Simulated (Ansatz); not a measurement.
# BaPbS3 (model cell, started as cubic perovskite with Pb in the octahedra): a soft mode frozen in, part 3 of 3

Aim: this structure of BaPbS3 (model cell, started as cubic perovskite with Pb in the octahedra) is to be tested for unstable modes, and one is followed downhill.

Ansatz 0.2.0; DFT PBEsol, scalar-relativistic, plane waves, PAW; PAW set soft_1.

So far. Step 5 (Energy along the mode, all amplitudes (two of the runs …): The lowest of the steps tried is the last one, at 0.6 Å, 55.0 meV/atom below the parent; the bottom of the well need not coincide with a step. Step 7 (The new phase in its own primitive cell): The largest force component left is 0.038 meV/Å and the pressure is 0.000 GPa, within the tolerances set. The cell now holds 28.50 Å³/atom. The relaxed cell has a = 6.949, c = 11.802 Å (conventional setting).

The structure was built from a prototype and need not be the compound's stable phase.

## Step 8: Modes of the new phase

A relaxed structure may still be a saddle point, so its zone-centre modes are computed. No field response is asked, since the mesh shows no gap.

File input.yaml:

```yaml
crystal:
  lattice:
    - [-3.4747030716, 3.4747030716, 5.9010232179]
    - [3.4747030716, -3.4747030716, 5.9010232179]
    - [3.4747030716, 3.4747030716, -5.9010232179]
  atoms:
    - { symbol: Ba, position: [0.25, 0.75, 0.5] }
    - { symbol: Ba, position: [0.75, 0.25, 0.5] }
    - { symbol: Pb, position: [0.0, 0.0, 0.0] }
    - { symbol: Pb, position: [0.5, 0.5, 0.0] }
    - { symbol: S, position: [0.3934656124, 0.8934656124, 0.2869312248] }
    - { symbol: S, position: [0.6065343876, 0.1065343876, 0.7130687752] }
    - { symbol: S, position: [0.25, 0.25, 0.0] }
    - { symbol: S, position: [0.75, 0.75, 0.0] }
    - { symbol: S, position: [0.8934656124, 0.6065343876, 0.5] }
    - { symbol: S, position: [0.1065343876, 0.3934656124, 0.5] }
kpoints:
  mp_grid: { grid: [8, 8, 8] }
hamiltonian:
  xc: pbesol
  pseudopotentials: { kind: paw, azcp: { folder: soft_1 }, xc_functional: pbe }
scf:
  occupations: { method: methfessel_paxton, width: 0.2 }
output:
  eigenvalues: true
phonons:
  method: dfpt
```

Started as:

```
$ ansatz run input.yaml --threads 4 --pin off --max-ram 16384MiB --backend cpu --events-out ev --progress --plain --runs-dir out
```

Numbers of over 12 decimals in the logs are rounded to 6 here.

Log:

```text
[...]
Crystal: 10 atoms, lattice volume = 284.985 Å³
Basis set: ecut = 420 eV, 5583 PW (Γ), exchange–correlation on 108×108×108 points (8 copies of the dense FFT grid, shifted against one another)
Bands: 52, of which v1, the nominal top of the filled ones, is band 42 counted from 1 (41 counted from 0)
Symmetry: 16 space group operations
k-points: 260 of 512 (irreducible under 1 space group operation, time reversal used)
[...]
SCF iter   1: F=—  HF=-40564.632483 eV  |F-HF|=—  |Δ(HF+E_count)|=         —  Δρ=3.66e-2  dr2=1.52e1  ethr=3.10e-3  ⟨swp⟩=11.5  Hψ=75918  notcnv=0
[...]
SCF iter  14: F=-40559.101234 eV  HF=-40559.101234 eV  |F-HF|=2.91e-11  |Δ(HF+E_count)|=  8.73e-11  S|Δr|=    0.00e0  Δρ=4.55e-8  dr2=7.36e-12  ethr=1.00e-12  ⟨swp⟩=24.3  Hψ=114585  notcnv=0
SCF 1 converged in 14 iterations: F = -40559.101234 eV  dr2 = 7.36e-12
[...]
DFPT response loops at Γ: preconditioner auto → Kerker (q_TF=auto, 2.226 Å⁻¹) (partly filled bands, converged f_vac=0.007); β = 1.00, the filter's whole step (`scf.mixing.beta` (0.50) is not read by the response loops under this deck's `scf.mixing.preconditioner`; to damp them name `kerker` or `kerker_dos`, under which they read `scf.mixing.beta`, and type it under 1.00, their step now; both keys bind the ground state too); Broyden in place of MSR1
SCF converged after 14 iterations
[...]
Free energy (F): -40559.101234 eV
[...]
Internal energy: -40559.109571 eV  (E = F + TS)
E sigma→0 (E₀):  -40559.103318 eV
Entropy (-TS):   0.008337 eV (0.834 meV/atom)
Fermi energy:    7.721703 eV
[...]
--- Band table (eV; the first three rows and the last of 260) ---
  k-point 0: bands = [... 38 lower, 5.9737, 5.9737, 6.1692, 7.8467, 7.8467, 8.1545, 8.7910, 9.1596, ... 6 higher]
  k-point 1: bands = [... 38 lower, 5.8971, 6.0044, 6.0295, 7.4526, 7.7767, 8.4553, 8.7981, 9.4154, ... 6 higher]
  k-point 2: bands = [... 38 lower, 5.7080, 5.7557, 5.9226, 6.9794, 7.7091, 8.7243, 8.8239, 9.5706, ... 6 higher]
  k-point 259: bands = [... 38 lower, 5.9334, 5.9334, 6.8013, 7.6029, 8.0228, 8.0228, 8.8291, 9.0114, ... 6 higher]
--- Phonons (Γ-DFPT): 8 representative perturbations + reference, on 260 of 512 k-points (Σ response iterations 25) ---
  k mesh reduced under 1 symmetry operation, with k and −k counted as one. Each operation leaves every solved perturbation unchanged. A smaller set is not used because it would not reduce the number of displacements times k-points to solve
  ASR residual: 8.631e-5 → 0.000e0 eV/Å²; symmetrization residual: 9.077e-6 eV/Å²
  ASR residual per site (eV/Å²): 8.63e-5 8.63e-5 5.67e-5 5.67e-5 3.94e-5 3.94e-5 3.24e-5 3.24e-5 3.94e-5 3.94e-5
  Γ frequencies (cm⁻¹): -72.32 -26.25 -26.25 -22.54 -22.54 0.00 0.00 0.00 46.87 46.87 63.55 75.72 75.72 104.23 111.07 111.07 115.30 118.61 118.61 163.44 163.44 171.73 171.73 176.28 180.36 184.74 188.43 205.35 370.62 452.51
  non-analytic LO–TO correction: not included (Born effective charges unavailable; polar crystals: no LO–TO splitting at Γ)
```

Run time: 22 min. Hardware: 4 threads of Arm Neoverse V2, shared host; peak memory 9.5 GiB; 86 min of CPU time.

Numbers from this step:

| Item | Value |
| --- | --- |
| sum-rule residual before enforcement | 8.63e-5 eV/Å² |
| point group | 4/mmm |
| highest optical mode at the zone centre (no LO-TO term) | 452.5 cm⁻¹ |
| lowest optical zone-centre mode | -72.32 cm⁻¹ |

Patterns of degenerate modes are one choice out of their space. Modes at Γ, with each element's share of the kinetic energy (negative means imaginary):

```tsv
mode	frequency (cm⁻¹)	symmetry	Ba %	Pb %	S %
1	-72.3	A2u	11	46	43
2	-26.2	Eg	79	0	21
3	-26.2	Eg	79	0	21
4	-22.5	Eu	25	34	41
5	-22.5	Eu	25	34	41
6	0.0	acoustic	31	47	22
7	0.0	acoustic	31	47	22
8	0.0	acoustic	31	47	22
9	46.9	Eu	37	28	35
10	46.9	Eu	37	28	35
11	63.5	A1u	0	100	0
12	75.7	Eu	7	18	75
13	75.7	Eu	7	18	75
14	104.2	A2u	31	7	61
15	111.1	Eg	17	0	83
16	111.1	Eg	17	0	83
17	115.3	B2g	100	0	0
18	118.6	Eu	0	54	46
19	118.6	Eu	0	54	46
20	163.4	Eg	4	0	96
21	163.4	Eg	4	0	96
22	171.7	Eu	0	18	82
23	171.7	Eu	0	18	82
24	176.3	B1u	0	0	100
25	180.4	A2u	26	0	74
26	184.7	A2g	0	0	100
27	188.4	B1g	0	0	100
28	205.3	A2g	0	0	100
29	370.6	B2g	0	0	100
30	452.5	A1g	0	0	100
```

Displacements in mode 1 (-72.3 cm⁻¹), the largest set to 1:
```
Ba1  0.00  0.00 -0.28
Ba2  0.00  0.00 -0.28
Pb3  0.00  0.00  0.47
Pb4  0.00  0.00  0.47
S5   0.00  0.00 -0.40
S6   0.00  0.00 -0.40
S7   0.00  0.00 -1.00
S8   0.00  0.00 -1.00
S9   0.00  0.00 -0.40
S10  0.00  0.00 -0.40
```

Displacements in mode 30 (452.5 cm⁻¹), the largest set to 1:
```
Ba1  0.00  0.00  0.00
Ba2  0.00  0.00  0.00
Pb3  0.00  0.00  0.00
Pb4  0.00  0.00  0.00
S5  -1.00 -1.00  0.00
S6   1.00  1.00  0.00
S7   0.00  0.00  0.00
S8   0.00  0.00  0.00
S9   1.00 -1.00  0.00
S10 -1.00  1.00  0.00
```

Before it was imposed, the acoustic sum rule was missed by 8.6e-5 eV/Å². Small misses are needed for a sound result but don't prove that mesh and cutoff are converged. The lowest optical mode is imaginary, 72.3i cm⁻¹, so the energy falls along it.

## Step 9: What came out

```json
{
  "unstable mode of the parent": "q = (-0.5, -0.5, -0.5), 103i cm⁻¹",
  "depth at the lowest point sampled": "55.0 meV/atom",
  "largest atomic shift at that point": "0.6 Å",
  "space group reached (within 0.01 Å)": "I4/mcm",
  "energy gained over the parent (first relaxation, on the mesh of the frozen mode)": "235 meV/atom",
  "volume per atom, phase reached": "28.5 Å³",
  "lowest optical zone-centre mode, phase reached": "-72.3 cm⁻¹",
  "highest optical mode at the zone centre (no LO-TO term), phase reached": "453 cm⁻¹"
}
```

Along this mode the structure falls into I4/mcm, 235 meV/atom below the parent. At the parent's cell the well is 54.97 meV/atom deep on the steps tried, with its lowest point at a shift of 0.6 Å. That is the last step tried, so the steps alone don't bracket the bottom of the well. Relaxing atoms and cell changes the gain by +179.83 meV/atom against the lowest step (energies at zero smearing). Most of the total comes from this relaxation. The new phase still has an imaginary mode at the zone centre of its cell, so it is a saddle point on the way to a lower structure. Of the 4 patterns followed to their end from this parent, this one reaches the lowest energy. Each path keeps the symmetry of its pattern, so a lower phase may lie along a pattern not tried. With no gap, or one that is small against the smearing, the frequencies hang on the k mesh and the smearing, most of all near Kohn anomalies. A semilocal functional can close a gap that the real compound would have, so the metallic treatment may be an artefact of the level. Spin-orbit coupling is left out, which can matter for the heavy elements here. The PAW files were made for PBE and serve the other functionals too. A phonon run warned that its eigensolver left some bands unconverged in a pass. The starting cell was built on a prototype and not taken from a measurement, so the phase need not exist.

[Logs are printed without paths, hosts, clocks, repeated set-up lines and the standing remarks that a program may print on its own settings, such as how far it seeks lower states.]

[Hosts, paths, dates, database ids (printed as entryN), source tags and the programs' standing remarks are cut or masked in the printed files.]
